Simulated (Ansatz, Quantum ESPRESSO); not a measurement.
# Ballistic transmission: vacuum gap of 7.0 Å between two Ag(111) faces, part 2 of 3

Aim: the zero-bias transmission with pwcond for this junction: vacuum gap of 7.0 Å between two Ag(111) faces.

Quantum ESPRESSO 7.5; plane-wave DFT, PBE, GBRV ultrasoft pseudopotentials; cross-check by Ansatz 0.2.0 with PAW datasets.

So far. Step 2 (Ground state): The run needed 15 iterations to bring the estimated error under 1e-07 Ry; the largest force on any atom, held or free, is 0.04 eV/Å.

### 3. The open system

Level of this step: transmission by pwcond, lead and junction from one cell; plane-wave DFT, PBE, GBRV ultrasoft pseudopotentials (Quantum ESPRESSO).

prefixt takes both regions from one run: the lead from 0 to bdl, the scattering region from bdl to bds (units of alat). ikind = 1 puts the same lead on both sides. The program's T_tot counts both spins in a run without spin; the tables below give T per spin.

cond.in reads:

```
&inputcond
  outdir = './out'
  prefixt = 'scf'
  tran_file = 'cond.dat'
  bdl = 2.4494897423
  bds = 16.2658623420
  ikind = 1
  ewind = 4.0
  epsproj = 1e-05
  nz1 = 7
  energy0 = 0.4
  denergy = -0.4
/
19
  0.00000000 0.00000000 0.00694444
  0.00000000 0.08333333 0.04166667
  0.00000000 0.16666667 0.04166667
  0.00000000 0.25000000 0.04166667
  0.00000000 0.33333333 0.04166667
  0.00000000 0.41666667 0.04166667
  0.00000000 0.50000000 0.02083333
  0.08333333 0.16666667 0.04166667
  0.08333333 0.25000000 0.08333333
  0.08333333 0.33333333 0.08333333
  0.08333333 0.41666667 0.08333333
  0.08333333 0.50000000 0.08333333
  0.16666667 0.33333333 0.04166667
  0.16666667 0.41666667 0.08333333
  0.16666667 0.50000000 0.08333333
  0.16666667 0.58333333 0.04166667
  0.25000000 0.50000000 0.04166667
  0.25000000 0.58333333 0.08333333
  0.33333333 0.66666667 0.01388889
3
```

Started as:

```sh
$ OMP_NUM_THREADS=1 mpirun -n 4 pwcond.x -in cond.in > cond.out
```

What it wrote:

```text
[banner, memory and clock lines left out]
Program PWCOND v.7.5 starts

          URL

     ./out/scf.save/

     IMPORTANT: XC functional enforced from input :
     Exchange-correlation= PBE
                           (   1   4   3   4   0   0   0)
     Any further DFT definition will be discarded
     Please, verify this is what you really want

     negative rho (up, down):  1.444E-06 0.000E+00
     Reading collected, re-writing distributed wavefunctions

===== INPUT FILE containing all the regions =====

     GEOMETRY:

     lattice parameter (alat)  =       5.5454  a.u.
     the volume                =    2402.1694 (a.u.)^3
     the cross section         =      26.6314 (a.u.)^2
     l of the unit cell        =      16.2659 (alat)
     number of atoms/cell      =           18
     number of atomic types    =            1

     crystal axes: (cart. coord. in units of alat)
               a(1) = (  1.0000  0.0000  0.0000 )
               a(2) = (  0.5000  0.8660  0.0000 )
               a(3) = (  0.0000  0.0000 16.2659 )

   Cartesian axes

     site n.     atom                  positions (alat units)
          1        Ag     tau(  1)=(  0.0000  0.0000 16.2659  )
          2        Ag     tau(  2)=(  0.5000  0.2887  0.8165  )
          3        Ag     tau(  3)=(  1.0000  0.5774  1.6330  )
          4        Ag     tau(  4)=(  0.0000  0.0000  2.4495  )
          5        Ag     tau(  5)=(  0.5000  0.2887  3.2660  )
          6        Ag     tau(  6)=(  1.0000  0.5774  4.0825  )
          7        Ag     tau(  7)=(  0.0000  0.0000  4.8990  )
          8        Ag     tau(  8)=(  0.5000  0.2887  5.7155  )
          9        Ag     tau(  9)=(  1.0000  0.5774  6.5320  )
         10        Ag     tau( 10)=(  0.0000  0.0000  8.9174  )
         11        Ag     tau( 11)=(  0.5000  0.2887  9.7339  )
         12        Ag     tau( 12)=(  1.0000  0.5774 10.5504  )
         13        Ag     tau( 13)=(  0.0000  0.0000 11.3669  )
         14        Ag     tau( 14)=(  0.5000  0.2887 12.1834  )
         15        Ag     tau( 15)=(  1.0000  0.5774 12.9999  )
         16        Ag     tau( 16)=(  0.0000  0.0000 13.8164  )
         17        Ag     tau( 17)=(  0.5000  0.2887 14.6329  )
         18        Ag     tau( 18)=(  1.0000  0.5774 15.4494  )

     nr1s                      =           24
     nr2s                      =           24
     nr3s                      =          375
     nr1sx                     =           24
     nr2sx                     =           24
     nr3sx                     =          375
     nr1                       =           25
     nr2                       =           25
     nr3                       =          432
     nr1x                      =           25
     nr2x                      =           25
     nr3x                      =          432

 _______________________________
  Radii of nonlocal spheres:

     type       ibeta     ang. mom.          radius (alat units)
       Ag         1         0                    0.3125
       Ag         2         0                    0.3125
       Ag         3         1                    0.3125
       Ag         4         1                    0.3125
       Ag         5         2                    0.3125
       Ag         6         2                    0.3125
----- General information -----

--- T calc. with identical leads (ikind=1) ---

     nrx                       =           24
     nry                       =           24
     nz1                       =            7

     energy0               =         4.0E-01
     denergy               =        -4.0E-01
     nenergy               =          3
     ecut2d                =         4.0E+01
     ewind                 =         4.0E+00
     epsproj               =         1.0E-05

     number of k_|| points=   19
                       cryst. coord.
        k(    1) = (   0.0000000   0.0000000), wk =   0.0069444
        k(    2) = (   0.0000000   0.0833333), wk =   0.0416667
        k(    3) = (   0.0000000   0.1666667), wk =   0.0416667
        k(    4) = (   0.0000000   0.2500000), wk =   0.0416667
        k(    5) = (   0.0000000   0.3333333), wk =   0.0416667
        k(    6) = (   0.0000000   0.4166667), wk =   0.0416667
        k(    7) = (   0.0000000   0.5000000), wk =   0.0208333
        k(    8) = (   0.0833333   0.1666667), wk =   0.0416667
        k(    9) = (   0.0833333   0.2500000), wk =   0.0833333
        k(   10) = (   0.0833333   0.3333333), wk =   0.0833333
        k(   11) = (   0.0833333   0.4166667), wk =   0.0833333
        k(   12) = (   0.0833333   0.5000000), wk =   0.0833333
        k(   13) = (   0.1666667   0.3333333), wk =   0.0416667
        k(   14) = (   0.1666667   0.4166667), wk =   0.0833333
        k(   15) = (   0.1666667   0.5000000), wk =   0.0833333
        k(   16) = (   0.1666667   0.5833333), wk =   0.0416667
        k(   17) = (   0.2500000   0.5000000), wk =   0.0416667
        k(   18) = (   0.2500000   0.5833333), wk =   0.0833333
        k(   19) = (   0.3333333   0.6666667), wk =   0.0138889
----- Information about left/right lead -----

     nocros                   =           18
     noins                    =           36
     norb                     =           72
     norbf                    =          288
     nrz                      =           56

      iorb      type   ibeta   ang. mom.   m       position (alat)
        1        1       1        0        1   taunew(   1)=(  0.0000  0.0000  0.0000)
        2        1       2        0        1   taunew(   2)=(  0.0000  0.0000  0.0000)
        3        1       3        1        1   taunew(   3)=(  0.0000  0.0000  0.0000)
        4        1       3        1        2   taunew(   4)=(  0.0000  0.0000  0.0000)
        5        1       3        1        3   taunew(   5)=(  0.0000  0.0000  0.0000)
        6        1       4        1        1   taunew(   6)=(  0.0000  0.0000  0.0000)
        7        1       4        1        2   taunew(   7)=(  0.0000  0.0000  0.0000)
        8        1       4        1        3   taunew(   8)=(  0.0000  0.0000  0.0000)
        9        1       5        2        1   taunew(   9)=(  0.0000  0.0000  0.0000)
       10        1       5        2        2   taunew(  10)=(  0.0000  0.0000  0.0000)
       11        1       5        2        3   taunew(  11)=(  0.0000  0.0000  0.0000)
       12        1       5        2        4   taunew(  12)=(  0.0000  0.0000  0.0000)
       13        1       5        2        5   taunew(  13)=(  0.0000  0.0000  0.0000)
       14        1       6        2        1   taunew(  14)=(  0.0000  0.0000  0.0000)
       15        1       6        2        2   taunew(  15)=(  0.0000  0.0000  0.0000)
[...]
224        1       4        1        3   taunew( 224)=(  0.0000  0.0000 11.3669)
      225        1       5        2        1   taunew( 225)=(  0.0000  0.0000 11.3669)
      226        1       5        2        2   taunew( 226)=(  0.0000  0.0000 11.3669)
      227        1       5        2        3   taunew( 227)=(  0.0000  0.0000 11.3669)
      228        1       5        2        4   taunew( 228)=(  0.0000  0.0000 11.3669)
      229        1       5        2        5   taunew( 229)=(  0.0000  0.0000 11.3669)
      230        1       6        2        1   taunew( 230)=(  0.0000  0.0000 11.3669)
      231        1       6        2        2   taunew( 231)=(  0.0000  0.0000 11.3669)
      232        1       6        2        3   taunew( 232)=(  0.0000  0.0000 11.3669)
      233        1       6        2        4   taunew( 233)=(  0.0000  0.0000 11.3669)
      234        1       6        2        5   taunew( 234)=(  0.0000  0.0000 11.3669)
      235        1       1        0        1   taunew( 235)=(  0.5000  0.2887 12.1834)
      236        1       2        0        1   taunew( 236)=(  0.5000  0.2887 12.1834)
      237        1       3        1        1   taunew( 237)=(  0.5000  0.2887 12.1834)
      238        1       3        1        2   taunew( 238)=(  0.5000  0.2887 12.1834)
      239        1       3        1        3   taunew( 239)=(  0.5000  0.2887 12.1834)
      240        1       4        1        1   taunew( 240)=(  0.5000  0.2887 12.1834)
      241        1       4        1        2   taunew( 241)=(  0.5000  0.2887 12.1834)
      242        1       4        1        3   taunew( 242)=(  0.5000  0.2887 12.1834)
      243        1       5        2        1   taunew( 243)=(  0.5000  0.2887 12.1834)
      244        1       5        2        2   taunew( 244)=(  0.5000  0.2887 12.1834)
      245        1       5        2        3   taunew( 245)=(  0.5000  0.2887 12.1834)
      246        1       5        2        4   taunew( 246)=(  0.5000  0.2887 12.1834)
      247        1       5        2        5   taunew( 247)=(  0.5000  0.2887 12.1834)
      248        1       6        2        1   taunew( 248)=(  0.5000  0.2887 12.1834)
      249        1       6        2        2   taunew( 249)=(  0.5000  0.2887 12.1834)
      250        1       6        2        3   taunew( 250)=(  0.5000  0.2887 12.1834)
      251        1       6        2        4   taunew( 251)=(  0.5000  0.2887 12.1834)
      252        1       6        2        5   taunew( 252)=(  0.5000  0.2887 12.1834)
      253        1       1        0        1   taunew( 253)=(  1.0000  0.5774 12.9999)
      254        1       2        0        1   taunew( 254)=(  1.0000  0.5774 12.9999)
      255        1       3        1        1   taunew( 255)=(  1.0000  0.5774 12.9999)
      256        1       3        1        2   taunew( 256)=(  1.0000  0.5774 12.9999)
      257        1       3        1        3   taunew( 257)=(  1.0000  0.5774 12.9999)
      258        1       4        1        1   taunew( 258)=(  1.0000  0.5774 12.9999)
      259        1       4        1        2   taunew( 259)=(  1.0000  0.5774 12.9999)
      260        1       4        1        3   taunew( 260)=(  1.0000  0.5774 12.9999)
      261        1       5        2        1   taunew( 261)=(  1.0000  0.5774 12.9999)
      262        1       5        2        2   taunew( 262)=(  1.0000  0.5774 12.9999)
      263        1       5        2        3   taunew( 263)=(  1.0000  0.5774 12.9999)
      264        1       5        2        4   taunew( 264)=(  1.0000  0.5774 12.9999)
      265        1       5        2        5   taunew( 265)=(  1.0000  0.5774 12.9999)
      266        1       6        2        1   taunew( 266)=(  1.0000  0.5774 12.9999)
      267        1       6        2        2   taunew( 267)=(  1.0000  0.5774 12.9999)
      268        1       6        2        3   taunew( 268)=(  1.0000  0.5774 12.9999)
      269        1       6        2        4   taunew( 269)=(  1.0000  0.5774 12.9999)
      270        1       6        2        5   taunew( 270)=(  1.0000  0.5774 12.9999)
      271        1       1        0        1   taunew( 271)=(  0.0000  0.0000 13.8164)
      272        1       2        0        1   taunew( 272)=(  0.0000  0.0000 13.8164)
      273        1       3        1        1   taunew( 273)=(  0.0000  0.0000 13.8164)
      274        1       3        1        2   taunew( 274)=(  0.0000  0.0000 13.8164)
      275        1       3        1        3   taunew( 275)=(  0.0000  0.0000 13.8164)
      276        1       4        1        1   taunew( 276)=(  0.0000  0.0000 13.8164)
      277        1       4        1        2   taunew( 277)=(  0.0000  0.0000 13.8164)
      278        1       4        1        3   taunew( 278)=(  0.0000  0.0000 13.8164)
      279        1       5        2        1   taunew( 279)=(  0.0000  0.0000 13.8164)
      280        1       5        2        2   taunew( 280)=(  0.0000  0.0000 13.8164)
      281        1       5        2        3   taunew( 281)=(  0.0000  0.0000 13.8164)
      282        1       5        2        4   taunew( 282)=(  0.0000  0.0000 13.8164)
      283        1       5        2        5   taunew( 283)=(  0.0000  0.0000 13.8164)
      284        1       6        2        1   taunew( 284)=(  0.0000  0.0000 13.8164)
      285        1       6        2        2   taunew( 285)=(  0.0000  0.0000 13.8164)
      286        1       6        2        3   taunew( 286)=(  0.0000  0.0000 13.8164)
      287        1       6        2        4   taunew( 287)=(  0.0000  0.0000 13.8164)
      288        1       6        2        5   taunew( 288)=(  0.0000  0.0000 13.8164)
 ngper, shell number =           85          11
 ngper, n2d =           85          78
---  E-Ef =    0.4000000  k =    0.0000000   0.0000000
---  ie =          1  ik =          1
 Nchannels of the left tip =            0
 Right moving states:
   k1(2pi/a)   k2(2pi/a)   E-Ef (eV)
 Left moving states:
   k1(2pi/a)   k2(2pi/a)   E-Ef (eV)

 to transmit
          E-Ef(ev), T =    0.4000000   0.0000000
---  E-Ef =    0.0000000  k =    0.0000000   0.0000000
---  ie =          2  ik =          1
 Nchannels of the left tip =            0
 Right moving states:
   k1(2pi/a)   k2(2pi/a)   E-Ef (eV)
 Left moving states:
   k1(2pi/a)   k2(2pi/a)   E-Ef (eV)

 to transmit
          E-Ef(ev), T =    0.0000000   0.0000000
---  E-Ef =   -0.4000000  k =    0.0000000   0.0000000
---  ie =          3  ik =          1
 Nchannels of the left tip =            0
 Right moving states:
   k1(2pi/a)   k2(2pi/a)   E-Ef (eV)
 Left moving states:
   k1(2pi/a)   k2(2pi/a)   E-Ef (eV)

 to transmit
          E-Ef(ev), T =   -0.4000000   0.0000000
 ngper, shell number =           85          47
 ngper, n2d =           85          80
[... further energies and points left out ...]
---  E-Ef =    0.4000000  k =    0.3333333   0.6666667
---  ie =          1  ik =         19
 Nchannels of the left tip =            0
 Right moving states:
   k1(2pi/a)   k2(2pi/a)   E-Ef (eV)
 Left moving states:
   k1(2pi/a)   k2(2pi/a)   E-Ef (eV)

 to transmit
          E-Ef(ev), T =    0.4000000   0.0000000
---  E-Ef =    0.0000000  k =    0.3333333   0.6666667
---  ie =          2  ik =         19
 Nchannels of the left tip =            0
 Right moving states:
   k1(2pi/a)   k2(2pi/a)   E-Ef (eV)
 Left moving states:
   k1(2pi/a)   k2(2pi/a)   E-Ef (eV)

 to transmit
          E-Ef(ev), T =    0.0000000   0.0000000
---  E-Ef =   -0.4000000  k =    0.3333333   0.6666667
---  ie =          3  ik =         19
 Nchannels of the left tip =            0
 Right moving states:
   k1(2pi/a)   k2(2pi/a)   E-Ef (eV)
 Left moving states:
   k1(2pi/a)   k2(2pi/a)   E-Ef (eV)

 to transmit
          E-Ef(ev), T =   -0.4000000   0.0000000
   T_tot     0.40000      0.39967E-02
   T_tot     0.00000      0.32737E-02
   T_tot    -0.40000      0.19569E-02

Note: The following floating-point exceptions are signalling: IEEE_UNDERFLOW_FLAG
Note: The following floating-point exceptions are signalling: IEEE_UNDERFLOW_FLAG
Note: The following floating-point exceptions are signalling: IEEE_UNDERFLOW_FLAG
Note: The following floating-point exceptions are signalling: IEEE_UNDERFLOW_FLAG
```

It took 2.4 min on 4 MPI ranks of Arm Neoverse V1, shared host; peak memory 0.31 GiB; 9.5 min of CPU time.

Numbers from this step:

- lead channels at the Fermi level, one spin: 0.8542
- transmission at the Fermi level, one spin: 0.001637
- conductance: 0.001637 G₀

Per spin; mean over the k mesh across the current. The open channels, zone mean by energy, zero at the Fermi level:

| energy (eV) | open channels, zone mean |
| --- | --- |
| -0.400 | 0.854 |
| 0.000 | 0.854 |
| 0.400 | 0.812 |

Per spin; mean over the k mesh across the current. Transmission, zone mean against energy, zero at the Fermi level:

| energy (eV) | transmission, zone mean |
| --- | --- |
| -0.400 | 9.8e-4 |
| 0.000 | 0.00164 |
| 0.400 | 0.00200 |

At 0.000 eV; k in fractions of b1, b2. Transmission by k point:

| k1 | k2 | weight | t | channels |
| --- | --- | --- | --- | --- |
| 0 | 0 | 0.006944 | 0 | 0 |
| 0 | 0.08333 | 0.04167 | 0.01356 | 1 |
| 0 | 0.1667 | 0.04167 | 0.006045 | 1 |
| 0 | 0.25 | 0.04167 | 0.001705 | 1 |
| 0 | 0.3333 | 0.04167 | 4.73e-4 | 1 |
| 0 | 0.4167 | 0.04167 | 1.00e-4 | 1 |
| 0 | 0.5 | 0.02083 | 3.80e-6 | 1 |
| 0.08333 | 0.1667 | 0.04167 | 0.008513 | 1 |
| 0.08333 | 0.25 | 0.08333 | 0.002644 | 1 |
| 0.08333 | 0.3333 | 0.08333 | 7.96e-4 | 1 |
| 0.08333 | 0.4167 | 0.08333 | 2.01e-4 | 1 |
| 0.08333 | 0.5 | 0.08333 | 6.10e-6 | 1 |
| 0.1667 | 0.3333 | 0.04167 | 9.58e-4 | 1 |
| 0.1667 | 0.4167 | 0.08333 | 2.81e-4 | 1 |
| 0.1667 | 0.5 | 0.08333 | 1.96e-5 | 1 |
| 0.1667 | 0.5833 | 0.04167 | 0 | 0 |
| 0.25 | 0.5 | 0.04167 | 2.71e-5 | 1 |
| 0.25 | 0.5833 | 0.08333 | 0 | 0 |
| 0.3333 | 0.6667 | 0.01389 | 0 | 0 |

The program's own clock; routines nest. Time by routine:

| routine | wall time (s) | calls |
| --- | --- | --- |
| PWCOND | 141.7 | 1 |
| scatter_forw | 120.3 | 114 |
| local | 8.71 | 19 |
| compbs | 7.45 | 57 |
| compbs_2 | 6.17 | 57 |
| init | 0.67 | 1 |
| poten | 0.09 | 1 |

At no point does T exceed the number of channels.

[end of part 2 of 3]

[Logs are printed without paths, hosts, clocks, repeated set-up lines and the standing remarks that a program may print on its own settings, such as how far it seeks lower states.]

[Hosts, paths, dates, database ids (printed as entryN), source tags and the programs' standing remarks are cut or masked in the printed files.]

[Maps of the electrostatic potential energy from Ansatz leave out the sawtooth potential of an applied field or a dipole correction, so their vacuum need not be flat; planar profiles and work functions include it.]
